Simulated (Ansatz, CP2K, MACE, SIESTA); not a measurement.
# Li+ TFSI- in sulfolane and ethyl methyl carbonate and propylene carbonate at 330 K (89 atoms): one structure in several programs

Aim: run Li+ TFSI- in sulfolane and ethyl methyl carbonate and propylene carbonate at 330 K (89 atoms) in several programs and set results and cost side by side. A plane-wave run serves as the reference.

Calculated with Ansatz 0.2.0; Kohn-Sham DFT, PBE, PAW, plane waves.

**1. Set-up**

The cell holds 89 atoms: 17 O, 4 S, 22 C, 38 H, 1 N, 6 F and 1 Li. Cell: a = 10.118 Å, b = 10.118 Å, c = 10.118 Å, α = 90.0°, β = 90.0°, γ = 90.0°. 2 sulfolane, 2 ethyl methyl carbonate, 1 propylene carbonate, 1 Li+, 1 TFSI- placed at random, at 1.34 g/cm³; overlaps pushed apart, then 10 ps at 550 K with Joung-Cheatham ions (J. Phys. Chem. B 112, 9020 (2008)); MMFF94 bonds, angles, torsions, charges and radii (Halgren, J. Comput. Chem. 17, 490 (1996)) in harmonic and 12-6 forms; charges of ions scaled by 0.8. Snapshot after 30 ps at 330 K and fixed volume. Then every atom was moved at random, 0.03 Å r.m.s. a Cartesian component (hydrogen 0.6 of that).

**2. Reference: Ansatz, plane waves**

The PAW files are the set soft_2.

input.yaml

```yaml
crystal:
  lattice:
    - [10.11785, 0.0, 0.0]
    - [0.0, 10.11785, 0.0]
    - [0.0, 0.0, 10.11785]
  atoms:
    - { symbol: O, position: [0.31976, 0.06504, 0.93342] }
    - { symbol: S, position: [0.41059, 0.01234, 0.83316] }
    - { symbol: O, position: [0.53807, 0.95559, 0.87885] }
    - { symbol: C, position: [0.34892, 0.91764, 0.70492] }
    [... 79 atom lines left out ...]
    - { symbol: H, position: [0.47632, 0.61069, 0.96805] }
    - { symbol: H, position: [0.46342, 0.66243, 0.13634] }
    - { symbol: H, position: [0.62884, 0.43268, 0.00538] }
    - { symbol: H, position: [0.51285, 0.42239, 0.27962] }
    - { symbol: H, position: [0.62246, 0.31666, 0.20149] }
    - { symbol: Li, position: [8.0e-05, 0.68518, 0.39765] }
kpoints:
  mp_grid: { grid: [1, 1, 1] }
hamiltonian:
  xc: pbe
scf:
  occupations: { method: fermi_dirac, width: 0.05 }
output:
  forces: true
  eigenvalues: true
```

Started as:

```
> ansatz run input.yaml --threads 16 --pin off --max-ram 31232MiB --backend cpu --events-out ev --progress --plain --runs-dir out
```

Log:

```text
[...]
Pseudopotentials: kind: paw
Pseudopotential: O, paw, valence charge 6, recommended cutoff 420 eV (normal), O.paw.azcp
Pseudopotential: S, paw, valence charge 6, recommended cutoff 420 eV (normal), S.paw.azcp
Pseudopotential: C, paw, valence charge 4, recommended cutoff 420 eV (normal), C.paw.azcp
Pseudopotential: H, paw, valence charge 1, recommended cutoff 420 eV (normal), H.paw.azcp
Pseudopotential: N, paw, valence charge 5, recommended cutoff 420 eV (normal), N.paw.azcp
Pseudopotential: F, paw, valence charge 7, recommended cutoff 420 eV (normal), F.paw.azcp
Pseudopotential: Li, paw, valence charge 3, recommended cutoff 420 eV (normal), Li.paw.azcp
[... 5 lines on functional and potentials left out ...]
Crystal: 89 atoms, lattice volume = 1035.773 Å³
Basis set: ecut = 420 eV, 20197 PW (Γ), exchange–correlation on 144×144×144 points (8 copies of the dense FFT grid, shifted against one another)
Bands: 240, of which v1, the nominal top of the filled ones, is band 151 counted from 1 (150 counted from 0)
Symmetry: 1 space group operations
Space group: P1 (ITA 1), of the structure as read, at distance tolerance 1.0e-4 Å
k-points: 1
[... 15 lines on functional and potentials left out ...]
Initial density: superposition of atomic densities (neutral atoms: chi_scale 0, normalization atom), corrected by the library's trained network
Initial wavefunctions: pseudopotential atomic-orbital guess
[...]
SCF iter   1: F=—  HF=-24803.697699 eV  |F-HF|=—  |Δ(HF+E_count)|=         —  Δρ=6.54e-3  dr2=6.23e-1  ethr=1.77e-3  ⟨swp⟩=6.0  Hψ=1147  notcnv=0  defer=24
preconditioner: auto → Resta (q_TF=auto, 2.222 Å⁻¹)  ε∞=2.5  [insulator: Δε(μ)=4.899 eV  Ē_g=15.908 eV  σ=0.050 eV  W_gap=1.00  n_scr=178 (ndim 8)  ℏωp=19.4 eV  f_vac=0.286  D(μ)=0.00/eV (n_scr^D=0)  ε∞_Penn≈2.5]
SCF iter   2: F=—  HF=-24803.520432 eV  |F-HF|=—  |Δ(HF+E_count)|=   1.77e-1  Δρ=3.45e-3  dr2=1.41e-1  ethr=2.06e-4  ⟨swp⟩=2.0  Hψ=410  notcnv=0  defer=85
SCF iter   3: F=—  HF=-24803.496091 eV  |F-HF|=—  |Δ(HF+E_count)|=   2.43e-2  Δρ=1.53e-3  dr2=4.47e-2  ethr=4.66e-5  ⟨swp⟩=2.0  Hψ=299  notcnv=0  defer=20
automatic band count: iteration 3 solves 175 bands in place of 240: the levels show a gap, and the empty bands left out lie too high to hold charge; the band table lists the bands solved (type scf.n_extra_bands for more)
SCF iter   4: F=—  HF=-24803.483435 eV  |F-HF|=—  |Δ(HF+E_count)|=   1.27e-2  Δρ=6.45e-4  dr2=5.80e-3  ethr=1.48e-5  ⟨swp⟩=2.0  Hψ=292  notcnv=0  defer=20
SCF iter   5: F=—  HF=-24803.482085 eV  |F-HF|=—  |Δ(HF+E_count)|=   1.35e-3  Δρ=3.92e-4  dr2=1.60e-3  ethr=1.92e-6  ⟨swp⟩=2.0  Hψ=338  notcnv=0  defer=20
[...]
SCF iter  10: F=—  HF=-24803.483089 eV  |F-HF|=—  |Δ(HF+E_count)|=   1.69e-7  Δρ=4.18e-6  dr2=1.75e-7  ethr=2.14e-10  ⟨swp⟩=2.0  Hψ=295  notcnv=0  defer=20
SCF iter  11: F=-24803.483089 eV  HF=-24803.483089 eV  |F-HF|=1.70e-9  |Δ(HF+E_count)|=   1.32e-8  Δρ=1.14e-6  dr2=1.39e-8  ethr=3.31e-11  ⟨swp⟩=15.0  Hψ=835  notcnv=0
SCF 1 converged in 11 iterations: F = -24803.483089 eV  dr2 = 1.39e-8
[...]
SCF converged after 11 iterations
Free energy (F): -24803.483089 eV
Harris-Foulkes:  -24803.483089 eV  (|F-HF|=1.70e-9)
Internal energy: -24803.483089 eV  (E = F + TS)
E sigma→0 (E₀):  -24803.483089 eV
Fermi energy:    1.704355 eV
--- Per-component energies (eV) ---
[...]
Σ components = -24803.483089   (vs F -24803.483089, Δ=0.00e0)
--- Forces (eV/Å), atoms counted from 1 ---
  atom   1  O     -0.53736328    -1.02977810    -0.44601557
  atom   2  S      3.78127634     1.82277389     2.34373185
  atom   3  O     -1.13384915    -0.31679935     0.13038641
  atom   4  C     -1.71717443    -1.52829101    -0.05319718
[...]
atom  89  Li     0.07426167    -0.10395905     0.73999774
  max |Σ_I F_I| component: 8.40e-5 eV/Å
--- Band table (eV) ---
  k-point 0: bands = ["-43.7128", "-28.6590", "-27.7278", "-26.6472", [... 159 levels ...], "5.7702", "5.9212", "5.9947", "6.1333", "6.1834", "6.2936", "6.3898", "6.4643", "6.5694", "6.6363", "6.7115", "6.8235"]
```

Elapsed: 4.3 s, on 16 threads of Arm Neoverse N1, shared host; peak memory 1.3 GiB; 52 s of CPU time.

Read from the output:

```yaml
free_energy: -24803.4831 eV
free_energy_per_atom: -278.6908 eV/atom
scf_cycles: 11
r_m_s_force_component: 1.55 eV/Å
longest_force: 8.775 eV/Å
fermi_energy: 1.704 eV
spacing_of_highest_filled_and_lowest_empty_level: 4.623 eV
```

Length of the force by element:

```
element  coordination  atoms  mean length of the force (eV/Å)  spread  least   most
      C           all     22                             3.06    1.63  0.926   7.33
      F           all      6                             1.55   0.974  0.791   3.61
      H           all     38                             1.29   0.680  0.139   2.95
     Li           all      1                            0.751       0  0.751  0.751
      N           all      1                             3.91       0   3.91   3.91
      O           all     17                             2.61    2.31  0.916   8.78
      S           all      4                             3.31    1.60  0.851   4.81
```

The levels nearest the highest filled one (over half full), pooled over k-points and spins:

```
level less the highest filled one (eV)  occupation
                                -0.526           2
                                -0.512           2
                                -0.466           2
                                -0.424           2
                                -0.149           2
                                     0           2
                                  4.62           0
                                  4.76           0
                                  4.91           0
                                  4.95           0
                                  5.33           0
                                  5.59           0
```

**3. Local order**

Density 1.34 g/cm³, 11.64 Å³ an atom.

Pair distribution functions g(r), in bins of 0.2 Å:

| r (Å) | total | H-H | H-C | H-O | H-F | H-S | H-Li |
| --- | --- | --- | --- | --- | --- | --- | --- |
| 1.00 | 1.75 | 0.00 | 8.25 | 0.00 | 0.00 | 0.00 | 0.00 |
| 1.20 | 2.00 | 0.00 | 7.15 | 0.00 | 0.00 | 0.00 | 0.00 |
| 1.40 | 1.39 | 0.00 | 0.00 | 0.00 | 0.00 | 0.00 | 0.00 |
| 1.60 | 0.41 | 0.64 | 0.00 | 0.00 | 0.00 | 0.00 | 0.00 |
| 1.80 | 0.95 | 4.11 | 0.00 | 0.00 | 0.00 | 0.00 | 0.00 |
| 2.00 | 0.47 | 0.00 | 0.94 | 1.05 | 0.00 | 0.00 | 0.00 |
| 2.20 | 1.43 | 0.23 | 3.21 | 1.04 | 1.15 | 1.59 | 0.00 |
| 2.40 | 0.99 | 1.98 | 0.35 | 0.66 | 0.66 | 2.33 | 0.00 |
| 2.60 | 1.18 | 1.35 | 0.43 | 1.23 | 1.04 | 0.00 | 1.57 |
| 2.80 | 0.68 | 0.80 | 0.63 | 1.24 | 0.94 | 0.00 | 0.00 |
| 3.00 | 0.89 | 1.38 | 0.67 | 1.69 | 0.62 | 1.50 | 1.15 |
| 3.20 | 0.69 | 0.45 | 0.90 | 0.93 | 0.35 | 1.07 | 1.04 |
| 3.40 | 1.07 | 0.92 | 1.06 | 1.38 | 1.42 | 0.22 | 0.93 |
| 3.60 | 0.77 | 0.53 | 0.91 | 0.94 | 0.41 | 1.25 | 0.00 |
| 3.80 | 0.81 | 1.11 | 0.72 | 0.72 | 1.02 | 1.14 | 0.00 |
| 4.00 | 0.91 | 0.79 | 0.92 | 0.83 | 1.58 | 0.69 | 2.01 |
| 4.20 | 1.01 | 0.81 | 0.89 | 1.33 | 1.04 | 1.07 | 1.19 |
| 4.40 | 1.05 | 1.15 | 1.15 | 0.92 | 1.31 | 1.67 | 0.56 |
| 4.60 | 1.03 | 0.81 | 0.68 | 1.23 | 1.11 | 1.04 | 1.03 |
| 4.80 | 0.94 | 0.92 | 0.94 | 0.86 | 0.78 | 1.08 | 1.90 |
| 5.00 | 1.11 | 0.91 | 1.17 | 1.18 | 1.44 | 0.87 | 0.87 |

**4. The other programs**

The programs:
- CP2K 2026.2: Gaussian basis with GTH pseudopotentials and a plane-wave density; labels give functional, basis (MOLOPT sets; SR short-range, UZH the newer set with its own potentials), grid cutoff/relative cutoff and solver (OT: orbital transformation; TRS4, TC2, SIGN: linear-scaling purification with its sparsity filter), or its built-in tight binding.
- MACE: machine-learned potential, published weights.
- SIESTA 5.4.2: numerical atomic orbitals, whose automatically made sets are far from complete, with PseudoDojo norm-conserving potentials that we converted to its format (checked against plane waves on the same files for H, C, O, Si, Ge and Ca alone); labels give functional, basis size, energy shift and mesh cutoff.

All use the same cell and atoms; the electronic-structure runs use the same k-mesh, and an electronic temperature of 580 K (0.05 eV) where levels are smeared.

Differences are against the plane-wave reference, forces as r.m.s. over components; share is that over the reference's r.m.s. force, slope the least-squares factor from reference forces to these. Total energies of different programs have different zeros and aren't compared.

```csv
run,"Δ force, r.m.s. (meV/Å)",share (%),slope,Δ gap (eV),cores,CPU time,memory (GiB)
reference,-,-,-,-,16,52 s,1.3
"CP2K PBE, DZVP-MOLOPT-SR, 600/40 Ry, OT DIIS",158,10.2,1.032,-0.0107,4,9.3 min,2.3
"CP2K PBE, SZV-MOLOPT-SR, 600/40 Ry, OT DIIS (coarse)",3268,211,1.490,-2.27,4,5.4 min,2.2
"CP2K PBE, SZV-MOLOPT-SR, 600/40 Ry, SIGN filter 1e-06, SCF 1e-06 (coarse)",3268,211,1.493,-,4,2.6 min,2.2
MACE MP-0b2 small potential,232,14.9,0.958,-,4,13 s,0.66
"SIESTA PBE, DZP, shift 0.01 Ry, mesh 350 Ry",768,49.6,1.094,-0.133,4,4.7 min,1.7
"SIESTA PBE, SZ, shift 0.02 Ry, mesh 350 Ry (coarse)",3351,216,1.486,-1.92,4,82 s,1.0
```

Rows marked coarse were listed beforehand as settings not expected to be converged; some can still land near the reference.

Times of the machine-learned potentials are mostly Python's start and the loading of weights.

CPU time is summed over cores on a shared host, where runs went side by side, so it is rough. Symmetry, cutoffs, thresholds, outputs and thread counts weren't matched or tuned between programs; memory under MPI is the largest rank's times the ranks.

Mean charges by element (e), by run and scheme:

```csv
run,scheme,O,S,C,H,N,F
"CP2K PBE, DZVP-MOLOPT-SR, 600/40 Ry, OT DIIS",Mulliken,-0.28,+0.76,-0.06,+0.09,-0.35,-0.10
"CP2K PBE, DZVP-MOLOPT-SR, 600/40 Ry, OT DIIS",Hirshfeld,-0.19,+0.44,+0.01,+0.04,-0.26,-0.05
"SIESTA PBE, DZP, shift 0.01 Ry, mesh 350 Ry",Hirshfeld,-0.16,+0.43,+0.03,+0.02,-0.26,-0.04
```

Within one program, basis, potentials and functional, energies share a zero. Each run against its twin at the usual cutoff or grid and solver:

```csv
run,twin,Δ energy (meV/atom),"Δ force, r.m.s. (meV/Å)",CPU time over the twin's
"CP2K PBE, SZV-MOLOPT-SR, 600/40 Ry, SIGN filter 1e-06, SCF 1e-06","SZV-MOLOPT-SR, 600/40 Ry, OT DIIS",0.118,60.6,0.47
```

**5. Outcome**

| Property | Result |
| --- | --- |
| reference r.m.s. force component | 1.55 eV/Å |
| nearest in forces | CP2K PBE, DZVP-MOLOPT-SR, 600/40 Ry, OT DIIS, 10 % |
| farthest in forces | SIESTA PBE, SZ, shift 0.02 Ry, mesh 350 Ry (coarse), 216 % |
| cheapest electronic-structure run beside the reference | SIESTA PBE, SZ, shift 0.02 Ry, mesh 350 Ry, 82 s of CPU time |

The PBE runs in local orbitals, coarse settings apart, differ by 10 % (CP2K PBE, DZVP-MOLOPT-SR, 600/40 Ry, OT DIIS) to 50 % (SIESTA PBE, DZP, shift 0.01 Ry, mesh 350 Ry); basis, grid and potentials can all enter. Machine-learned potentials differ by 15 % (MACE MP-0b2 small potential); they were trained on other programs' data. Runs with settings chosen to be coarse differ by 211 % (CP2K PBE, SZV-MOLOPT-SR, 600/40 Ry, SIGN filter 1e-06, SCF 1e-06) to 216 % (SIESTA PBE, SZ, shift 0.02 Ry, mesh 350 Ry), their programs' other errors included. None of the electronic-structure runs in the table takes under half the reference's CPU time of 52 s; they take 1.6 to 11 times as much. At the same functional, gaps differ from the reference's 4.62 eV by between -2.27 and -0.01 eV. Charges hang on scheme and program or settings: among these rows the mean for S runs from +0.43 to +0.76 e. In the reference: filled and empty levels are parted by 4.62 eV (at Γ alone); a semilocal functional tends to put such gaps too low. In a disordered cell it changes from sample to sample and from frame to frame. Machine-learned potentials mimic data converged in k, so the reference's own k-point error enters their differences. The network of contacts between molecules at the start is that of the classical potential that made the cell, and needn't be the one that DFT or experiment would give. The reference's PBE has no dispersion term, which matters for the binding between molecules or layers. The electronic-structure runs sample only Γ, in a cell whose shortest periodic width is 10 Å.

[Also dropped from logs without a mark: logging warnings of Python, and SIESTA's first energy breakdown and zero terms.]

[Logs are printed without paths, hosts, clocks, repeated set-up lines and the standing remarks that a program may print on its own settings, such as how far it seeks lower states.]

[Hosts, paths, dates, database ids (printed as entryN), source tags and the programs' standing remarks are cut or masked in the printed files.]

[The MMFF94 radii named for the starting cell were scaled by 0.96; in molecules described by MMFF94, hydrogen bound to N, O or S took a small fixed 12-6 site in their place.]
